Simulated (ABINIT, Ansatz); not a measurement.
Planning a run of ABINIT 10.8.3 on KNa3H4 (Pm-3m). The input:

```
acell 3*1.0 Angstrom
rprim 
  5.118641000000 0.000000000000 0.000000000000
  0.000000000000 5.118641000000 0.000000000000
  0.000000000000 0.000000000000 5.118641000000
ntypat 3
znucl 19 11 1
natom 8
typat 1 2 2 2 3 3 3 3
xred 
  0.500000000000 0.500000000000 0.500000000000
  -0.000000000000 -0.000000000000 0.500000000000
  -0.000000000000 0.500000000000 -0.000000000000
  0.500000000000 -0.000000000000 -0.000000000000
  -0.000000000000 -0.000000000000 -0.000000000000
  0.500000000000 0.500000000000 -0.000000000000
  0.500000000000 -0.000000000000 0.500000000000
  -0.000000000000 0.500000000000 0.500000000000
pp_dirpath "pseudos"
pseudos "K.upf, Na.upf, H.upf"
ecut 38
ngkpt 4 4 4
nshiftk 1
shiftk 0 0 0
kptopt 1
chksymbreak 0
nband 28
occopt 1
tolvrs 1e-10
nstep 60
prtwf 0
optforces 0
optstress 0
indata_prefix "in"
outdata_prefix "out"
tmpdata_prefix "tmp"
```

```sh
OMP_NUM_THREADS=1 mpirun -n 4 abinit run.abi > log
```

**Question.** Estimate wall time and host memory on 4 MPI ranks of Arm Neoverse V2, shared host.

It took 29 s; on shared hardware allow 15 s to 58 s. Peak host memory was 0.42 GiB.

[Paths, hosts, dates, memory and timing lines, banners, echoed tables and standing remarks are left out of the program output.]

[Logs are printed without paths, hosts, clocks, repeated set-up lines and the standing remarks that a program may print on its own settings, such as how far it seeks lower states.]

[Runs of the session that timed out or met a known fault of the program may be left out.]

[Hosts, paths, dates, database ids (printed as entryN), source tags and the programs' standing remarks are cut or masked in the printed files.]

[G0W0 gaps are taken among the corrected bands and points alone; a level outside them can change the order at an edge.]

[Where Ansatz stands beside ABINIT at settings called matched, ABINIT's density can come from a denser mesh and the files from another edition; pairs whose starting gaps differed by over 0.03 eV were left out, so agreement reads better than it is.]
